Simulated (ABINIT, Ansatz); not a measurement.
# TlGaF6 (R-3): G0W0 on several meshes in ABINIT

How does the mesh move the gap of TlGaF6 (R-3)?

Method: PBEsol and many-body steps on it, plane waves, in ABINIT 10.8.3.

**1. Starting point**

Symmetry: R-3, No. 148, trigonal system. Conventional cell: a = 5.097 Å, b = 5.097 Å, c = 14.189 Å, α = 90.00°, β = 90.00°, γ = 120.00°. Nearest to Tl lie 6 F at 2.18 Å. Ga has 6 F at 1.90 Å nearest. Nearest to F lie 1 Ga at 1.90 Å and 1 Tl at 2.18 Å. Farther neighbours and most contacts between anions are not listed.

The cell and positions are those that the Materials Project relaxed with its own functionals (PBE, PBE+U or r2SCAN), kept fixed. Spin-orbit coupling is left out unless a step names it.

**2. Empty states on the mesh, 2×2×2 mesh, 234 bands**

This step: ABINIT 10.8.3; DFT, PBEsol, plane waves, norm-conserving pseudopotentials.

The sums over transitions need many empty states on a uniform mesh; this step solves for them.

File run.abi:

```
acell 3*1.0 Angstrom
rprim 
  2.548402435337 1.471320832068 4.729815620893
  -2.548402435337 1.471320832068 4.729815620893
  0.000000000000 -2.942641664067 4.729815620914
ntypat 3
znucl 81 31 9
natom 8
typat 1 2 3 3 3 3 3 3
xred 
  0.000000000000 0.000000000000 0.000000000000
  0.500000000000 0.500000000000 0.500000000000
  0.879432130000 0.580450270000 0.272523150000
  0.580450270000 0.272523150000 0.879432130000
  0.272523150000 0.879432130000 0.580450270000
  0.419549730000 0.727476850000 0.120567870000
  0.727476850000 0.120567870000 0.419549730000
  0.120567870000 0.419549730000 0.727476850000
pp_dirpath "pseudos"
pseudos "Tl.upf, Ga.upf, F.upf"
ecut 45
ngkpt 2 2 2
nshiftk 1
shiftk 0 0 0
kptopt 1
chksymbreak 0
iscf -2
irdden 1
istwfk *1
nband 234
nbdbuf 20
tolwfr 1e-09
nstep 60
prtvol 0
indata_prefix "in"
outdata_prefix "out"
tmpdata_prefix "tmp"
```

Run with:

```bash
> OMP_NUM_THREADS=1 mpirun -n 4 abinit run.abi > log
```

Numbers of over 12 decimals in the logs are rounded to 6 here.

Output:

```text
.Version 10.8.3 of ABINIT. v10.8.2 released Aug 2026.

 Symmetries : space group R-3 (#148); Bravais hR (rhombohedral)
[... echo of the input left out ...]
== DATASET  1 ==================================================================
-   mpi_nproc: 4, omp_nthreads: 1 (-1 if OMP is not activated)

--- !DatasetInfo
iteration_state: {dtset: 1, }
dimensions: {natom: 8, nkpt: 4, mband: 234, nsppol: 1, nspinor: 1, nspden: 1, mpw: 10406, }
cutoff_energies: {ecut:  45.0, pawecutdg:  -1.0, }
[...]
2.89235    2.90059    2.90059    2.91170    2.98688    2.98688    3.00558    3.00652
   3.01620    3.02031    3.02032    3.07839    3.07848    3.10029    3.10092    3.12116
   3.12326    3.15189
 prteigrs : prtvol=0 or 1, do not print more k-points.

== END DATASET(S) ==============================================================
================================================================================

 -outvars: echo values of variables after computation  --------
            nband         234
             nkpt           4
          spgroup         148
 [... the other variables as echoed above ...]

 Calculation completed.
```

Elapsed: 1.9 min, on 4 MPI ranks of Arm Neoverse V1, shared host; peak memory 0.53 GiB.

This step gave:

- gap: 2.868 eV
- k of the valence top: 0.5, 0.5, 0
- k of the conduction bottom: 0, 0, 0
- least direct gap: 2.993 eV
- k points computed: 4
- lowest point of the top converged band, above the valence top: 77.2343 eV

On this mesh the gap is 2.868 eV.

The density comes from a self-consistent run that is not shown.

**3. Screening, 2×2×2 mesh, 112 bands, screening to 114.3 eV**

The RPA dielectric matrix is built and inverted for each q.

This step: RPA screening on PBEsol, plane waves, norm-conserving pseudopotentials.

run.abi: that of step 2 with these lines changed.

```diff
@@ -26,10 +26,11 @@
 chksymbreak 0
-iscf -2
-irdden 1
 istwfk *1
-nband 234
-nbdbuf 20
-tolwfr 1e-09
-nstep 60
-prtvol 0
+occopt 1
+irdwfk 1
+optdriver 3
+nband 112
+ecuteps 4.2
+inclvkb 2
+awtr 1
+symchi 1
 indata_prefix "in"
```

Output:

```text
.Version 10.8.3 of ABINIT. v10.8.2 released Aug 2026.

 Symmetries : space group R-3 (#148); Bravais hR (rhombohedral)
[... echo of the input left out ...]
== DATASET  1 ==================================================================
-   mpi_nproc: 4, omp_nthreads: 1 (-1 if OMP is not activated)

--- !DatasetInfo
iteration_state: {dtset: 1, }
dimensions: {natom: 8, nkpt: 4, mband: 112, nsppol: 1, nspinor: 1, nspden: 1, mpw: 10406, }
cutoff_energies: {ecut:  45.0, pawecutdg:  -1.0, }
electrons: {nelect:   8.40000000E+01, charge:   0.00000000E+00, occopt:   1.00000000E+00, tsmear:   1.00000000E-02, }

 SCREENING: Calculation of the susceptibility and dielectric matrices

 Based on a program developped by R.W. Godby, V. Olevano, G. Onida, and L. Reining.
 Incorporated in ABINIT by V. Olevano, G.-M. Rignanese, and M. Torrent.
.Using double precision arithmetic ; gwpc =  8

[... cell and pseudopotentials left out ...]
--------------------------------------------------------------------------------

 ==== K-mesh for the wavefunctions ====
 Number of points in the irreducible wedge :     4
[... list of points left out ...]
 Together with  6 symmetry operations and time-reversal symmetry
 yields     8 points in the full Brillouin Zone.

 ==== Q-mesh for the screening function ====
 Number of points in the irreducible wedge :     4
[... list of points left out ...]
 Together with  6 symmetry operations and time-reversal symmetry
 yields     8 points in the full Brillouin Zone.

 setmesh: FFT mesh size selected  =    45x   45x   45
          total number of points  =        91125

 vcoul_init : cutoff-mode = AUXILIARY_FUNCTION
 q-points for optical limit:   1
     1)      0.000010    0.000020    0.000030

- screening: taking advantage of time-reversal symmetry
- Maximum band index for partially occupied states nbvw = 42
- Remaining bands to be divided among processors   nbcw = 70
- Number of bands treated by each node ~17

 Number of electrons calculated from density =   84.0000; Expected =   84.0000
 average of density, n =  0.116980
 r_s =    1.2684
 omega_plasma =   32.9922 [eV]

 calculating chi0 at frequencies [eV] :
  1    0.000000E+00    0.000000E+00
  2    0.000000E+00    3.299222E+01

--------------------------------------------------------------------------------
  q-point number  1        q = ( 0.000000, 0.000000, 0.000000) [r.l.u.]
--------------------------------------------------------------------------------
[... chi0 elements left out ...]
 For q-point:  0.000010 0.000020 0.000030
  dielectric constant =   2.8092
  dielectric constant without local fields =   2.9912

  Average fulfillment of the sum rule on Im[epsilon] for q-point    1 :     31.12  [%]
[... wings left out ...]
  q-point number  2        q = ( 0.500000, 0.000000, 0.000000) [r.l.u.]
--------------------------------------------------------------------------------
[... chi0 elements left out ...]
  Average fulfillment of the sum rule on Im[epsilon] for q-point    2 :     36.72  [%]

 [... 2 further q-points ...]
```

The job ended after 56 s (4 MPI ranks; peak memory 2.2 GiB).

Numbers from this step:

| Quantity | Value |
| --- | --- |
| ε∞ with local fields, on this mesh, along the program's q direction | 2.809 |
| the same without local fields | 2.991 |
| plasma frequency | 32.99 eV |
| plane waves in the screening matrix | 297 |

Local fields lower ε∞ by 6 %. On a Γ-centred mesh this coarse the value itself is usually too large, while a short band sum pulls it down.

**4. 2×2×2**

The self-energy is evaluated for the states that the input lists, and the levels follow from it, in one-shot runs by the linearised quasiparticle equation.

This step: G0W0 on PBEsol, plane waves, norm-conserving pseudopotentials.

run.abi: that of step 3 with these lines changed.

```diff
@@ -29,8 +29,17 @@
 irdwfk 1
-optdriver 3
+optdriver 4
 nband 112
+gwcalctyp 0
+ecutsigx 45
+symsigma 1
+nkptgw 2
+kptgw 
+  0.5000000000 0.5000000000 0.0000000000
+  0.0000000000 0.0000000000 0.0000000000
+bdgw 
+  41 44
+  41 44
 ecuteps 4.2
-inclvkb 2
-awtr 1
-symchi 1
+irdscr 1
+ppmodel 1
 indata_prefix "in"
```

Output:

```text
.Version 10.8.3 of ABINIT. v10.8.2 released Aug 2026.

 Symmetries : space group R-3 (#148); Bravais hR (rhombohedral)
[... echo of the input left out ...]
== DATASET  1 ==================================================================
-   mpi_nproc: 4, omp_nthreads: 1 (-1 if OMP is not activated)

--- !DatasetInfo
iteration_state: {dtset: 1, }
dimensions: {natom: 8, nkpt: 4, mband: 112, nsppol: 1, nspinor: 1, nspden: 1, mpw: 10406, }
cutoff_energies: {ecut:  45.0, pawecutdg:  -1.0, }
electrons: {nelect:   8.40000000E+01, charge:   0.00000000E+00, occopt:   1.00000000E+00, tsmear:   1.00000000E-02, }

 SIGMA: Calculation of the GW corrections

 Based on a program developped by R.W. Godby, V. Olevano, G. Onida, and L. Reining.
 Incorporated in ABINIT by V. Olevano, G.-M. Rignanese, and M. Torrent.
.Using double precision arithmetic ; gwpc =  8

[... cell and pseudopotentials left out ...]
--------------------------------------------------------------------------------

 ==== K-mesh for the wavefunctions ====
 Number of points in the irreducible wedge :     4
[... list of points left out ...]
 Together with  6 symmetry operations and time-reversal symmetry
 yields     8 points in the full Brillouin Zone.

 ==== Q-mesh for screening function ====
 Number of points in the irreducible wedge :     4
[... list of points left out ...]
 Together with  6 symmetry operations and time-reversal symmetry
 yields     8 points in the full Brillouin Zone.

 vcoul_init : cutoff-mode = AUXILIARY_FUNCTION
 q-points for optical limit:   1
     1)      0.000010    0.000020    0.000030
 setmesh: FFT mesh size selected  =    64x   64x   64
          total number of points  =       262144

 Number of electrons calculated from density =   84.0000; Expected =   84.0000
 average of density, n =  0.116980
 r_s =    1.2684
 omega_plasma =   32.9922 [eV]

 === KS Band Gaps ===
  >>>> For spin  1
   Minimum direct gap =   2.9933 [eV], located at k-point      :   0.0000  0.0000  0.0000
   Fundamental gap    =   2.8674 [eV], Top of valence bands at :   0.5000  0.5000  0.0000
                                       Bottom of conduction at :   0.0000  0.0000  0.0000
 SIGMA fundamental parameters:
 PLASMON POLE MODEL  1
 number of plane-waves for SigmaX                10329
 number of plane-waves for SigmaC and W            297
 number of plane-waves for wavefunctions         10329
 number of bands                                   112
 number of independent spin polarizations            1
 number of spinorial components                      1
 number of k-points in IBZ                           4
 number of q-points in IBZ                           4
 number of symmetry operations                       6
 number of k-points in BZ                            8
 number of q-points in BZ                            8
 number of frequencies for dSigma/dE                 9
 frequency step for dSigma/dE [eV]                0.25
 number of omega for Sigma on real axis              0
 max omega for Sigma on real axis  [eV]           0.00
 zcut for avoiding poles [eV]                     0.10

 EPSILON^-1 parameters (SCR file):
 dimension of the eps^-1 matrix on file            297
 dimension of the eps^-1 matrix used               297
 number of plane-waves for wavefunctions         10329
 number of bands                                   112
 number of q-points in IBZ                           4
 number of frequencies                               2
 number of real frequencies                          1
 number of imag frequencies                          1

 matrix elements of self-energy operator (all in [eV])

 Perturbative Calculation

--- !SelfEnergy_ee
iteration_state: {dtset: 1, }
kpoint     : [   0.500,    0.500,    0.000, ]
spin       : 1
KS_gap     :    4.582
QP_gap     :    7.845
Delta_QP_KS:    3.263
data: !SigmaeeData |
     Band     E0 <VxcDFT>   SigX SigC(E0)      Z dSigC/dE  Sig(E)    E-E0       E
       41   0.188 -23.270 -30.224   5.703   0.796  -0.257 -24.265  -0.995  -0.807
       42   0.271 -23.302 -30.214   5.698   0.795  -0.258 -24.267  -0.965  -0.694
       43   4.853 -19.533 -15.090  -1.719   0.844  -0.185 -17.235   2.298   7.151
       44   9.050 -19.590 -13.429  -2.788   0.839  -0.193 -16.762   2.828  11.878

--- !SelfEnergy_ee
iteration_state: {dtset: 1, }
kpoint     : [   0.000,    0.000,    0.000, ]
spin       : 1
KS_gap     :    2.993
QP_gap     :    5.790
Delta_QP_KS:    2.796
data: !SigmaeeData |
     Band     E0 <VxcDFT>   SigX SigC(E0)      Z dSigC/dE  Sig(E)    E-E0       E
       41   0.145 -23.288 -30.141   5.636   0.796  -0.257 -24.256  -0.968  -0.823
       42   0.145 -23.288 -30.141   5.636   0.796  -0.257 -24.256  -0.968  -0.823
       43   3.139 -16.934 -13.086  -1.707   0.854  -0.171 -15.106   1.828   4.967
       44   9.527 -19.525 -13.111  -2.896   0.830  -0.205 -16.605   2.921  12.448

== END DATASET(S) ==============================================================
================================================================================

 -outvars: echo values of variables after computation  --------
           etotal      0.0000000000E+00
            nband         112
             nkpt           4
          spgroup         148
 [... the other variables as echoed above ...]

 Calculation completed.
```

It took 12 s on 4 MPI ranks; peak memory 1.3 GiB.

This step gave:

- G0W0 gap on the points computed: 5.661 eV
- starting gap on the mesh: 2.868 eV
- k of the valence top: 0.5, 0.5, 0
- k of the conduction bottom: 0, 0, 0
- Z at the valence top: 0.795
- Z at the conduction bottom: 0.854
- least direct G0W0 gap on the computed points: 5.790 eV

The gap on the mesh goes from 2.87 eV to 5.66 eV, a correction of +2.79 eV.

**5. Empty states on the mesh, 4×4×4 mesh, 122 bands**

This step: DFT, PBEsol, plane waves, norm-conserving pseudopotentials.

run.abi: that of step 4 with these lines changed.

```diff
@@ -21,3 +21,3 @@
 ecut 45
-ngkpt 2 2 2
+ngkpt 4 4 4
 nshiftk 1
@@ -26,20 +26,10 @@
 chksymbreak 0
+iscf -2
+irdden 1
 istwfk *1
-occopt 1
-irdwfk 1
-optdriver 4
-nband 112
-gwcalctyp 0
-ecutsigx 45
-symsigma 1
-nkptgw 2
-kptgw 
-  0.5000000000 0.5000000000 0.0000000000
-  0.0000000000 0.0000000000 0.0000000000
-bdgw 
-  41 44
-  41 44
-ecuteps 4.2
-irdscr 1
-ppmodel 1
+nband 122
+nbdbuf 10
+tolwfr 1e-09
+nstep 60
+prtvol 0
 indata_prefix "in"
```

Output:

```text
.Version 10.8.3 of ABINIT. v10.8.2 released Aug 2026.

 Symmetries : space group R-3 (#148); Bravais hR (rhombohedral)
[... echo of the input left out ...]
== DATASET  1 ==================================================================
-   mpi_nproc: 4, omp_nthreads: 1 (-1 if OMP is not activated)

--- !DatasetInfo
iteration_state: {dtset: 1, }
dimensions: {natom: 8, nkpt: 14, mband: 122, nsppol: 1, nspinor: 1, nspden: 1, mpw: 10406, }
cutoff_energies: {ecut:  45.0, pawecutdg:  -1.0, }
[...]
1.55434    1.55765    1.55765    1.58324    1.60967    1.64001    1.64617    1.65882
   1.65882    1.68203    1.72708    1.72708    1.73317    1.73323    1.76403    1.76438
   1.76617    1.76796
 prteigrs : prtvol=0 or 1, do not print more k-points.

== END DATASET(S) ==============================================================
================================================================================

 -outvars: echo values of variables after computation  --------
            nband         122
             nkpt          14
          spgroup         148
 [... the other variables as echoed above ...]

 Calculation completed.
```

Wall time 2.6 min (4 MPI ranks); peak memory 0.71 GiB.

This step gave:

- gap: 2.868 eV
- k of the valence top: 0.5, 0.5, 0
- k of the conduction bottom: 0, 0, 0
- least direct gap: 2.993 eV
- k points computed: 14
- lowest point of the top converged band, above the valence top: 43.60 eV

On this mesh the gap is 2.868 eV.

**6. Screening, 4×4×4 mesh, 112 bands, screening to 114.3 eV**

This step: RPA screening on PBEsol, plane waves, norm-conserving pseudopotentials.

run.abi: that of step 5 with these lines changed.

```diff
@@ -26,10 +26,11 @@
 chksymbreak 0
-iscf -2
-irdden 1
 istwfk *1
-nband 122
-nbdbuf 10
-tolwfr 1e-09
-nstep 60
-prtvol 0
+occopt 1
+irdwfk 1
+optdriver 3
+nband 112
+ecuteps 4.2
+inclvkb 2
+awtr 1
+symchi 1
 indata_prefix "in"
```

Output:

```text
.Version 10.8.3 of ABINIT. v10.8.2 released Aug 2026.

 Symmetries : space group R-3 (#148); Bravais hR (rhombohedral)
[... echo of the input left out ...]
== DATASET  1 ==================================================================
-   mpi_nproc: 4, omp_nthreads: 1 (-1 if OMP is not activated)

--- !DatasetInfo
iteration_state: {dtset: 1, }
dimensions: {natom: 8, nkpt: 14, mband: 112, nsppol: 1, nspinor: 1, nspden: 1, mpw: 10406, }
cutoff_energies: {ecut:  45.0, pawecutdg:  -1.0, }
electrons: {nelect:   8.40000000E+01, charge:   0.00000000E+00, occopt:   1.00000000E+00, tsmear:   1.00000000E-02, }

 SCREENING: Calculation of the susceptibility and dielectric matrices

 Based on a program developped by R.W. Godby, V. Olevano, G. Onida, and L. Reining.
 Incorporated in ABINIT by V. Olevano, G.-M. Rignanese, and M. Torrent.
.Using double precision arithmetic ; gwpc =  8

[... cell and pseudopotentials left out ...]
--------------------------------------------------------------------------------

 ==== K-mesh for the wavefunctions ====
 Number of points in the irreducible wedge :    14
[... list of points left out ...]
 Together with  6 symmetry operations and time-reversal symmetry
 yields    64 points in the full Brillouin Zone.

 ==== Q-mesh for the screening function ====
 Number of points in the irreducible wedge :    14
[... list of points left out ...]
 Together with  6 symmetry operations and time-reversal symmetry
 yields    64 points in the full Brillouin Zone.

 setmesh: FFT mesh size selected  =    45x   45x   45
          total number of points  =        91125

 vcoul_init : cutoff-mode = AUXILIARY_FUNCTION
 q-points for optical limit:   1
     1)      0.000010    0.000020    0.000030

- screening: taking advantage of time-reversal symmetry
- Maximum band index for partially occupied states nbvw = 42
- Remaining bands to be divided among processors   nbcw = 70
- Number of bands treated by each node ~17

 Number of electrons calculated from density =   84.0000; Expected =   84.0000
 average of density, n =  0.116980
 r_s =    1.2684
 omega_plasma =   32.9922 [eV]

 calculating chi0 at frequencies [eV] :
  1    0.000000E+00    0.000000E+00
  2    0.000000E+00    3.299222E+01

--------------------------------------------------------------------------------
  q-point number  1        q = ( 0.000000, 0.000000, 0.000000) [r.l.u.]
--------------------------------------------------------------------------------
[... chi0 elements left out ...]
 For q-point:  0.000010 0.000020 0.000030
  dielectric constant =   2.7089
  dielectric constant without local fields =   2.8835

  Average fulfillment of the sum rule on Im[epsilon] for q-point    1 :     31.00  [%]
[... wings left out ...]
  q-point number  2        q = ( 0.250000, 0.000000, 0.000000) [r.l.u.]
--------------------------------------------------------------------------------
[... chi0 elements left out ...]
  Average fulfillment of the sum rule on Im[epsilon] for q-point    2 :     41.10  [%]

 [... 12 further q-points ...]
```

The job ended after 15 min (4 MPI ranks; peak memory 5.9 GiB; 61 min of CPU time).

This step gave:

```
ε∞ with local fields, on this mesh, along the program's q direction : 2.709
the same without local fields                                       : 2.884
plasma frequency                                                    : 32.99 eV
plane waves in the screening matrix                                 : 297
```

(Continued in part 2 of 2.)

[Paths, hosts, dates, memory and timing lines, banners, echoed tables and standing remarks are left out of the program output.]

[Logs are printed without paths, hosts, clocks, repeated set-up lines and the standing remarks that a program may print on its own settings, such as how far it seeks lower states.]

[Runs of the session that timed out or met a known fault of the program may be left out.]

[Hosts, paths, dates, database ids (printed as entryN), source tags and the programs' standing remarks are cut or masked in the printed files.]

[G0W0 gaps are taken among the corrected bands and points alone; a level outside them can change the order at an edge.]

[Where Ansatz stands beside ABINIT at settings called matched, ABINIT's density can come from a denser mesh and the files from another edition; pairs whose starting gaps differed by over 0.03 eV were left out, so agreement reads better than it is.]
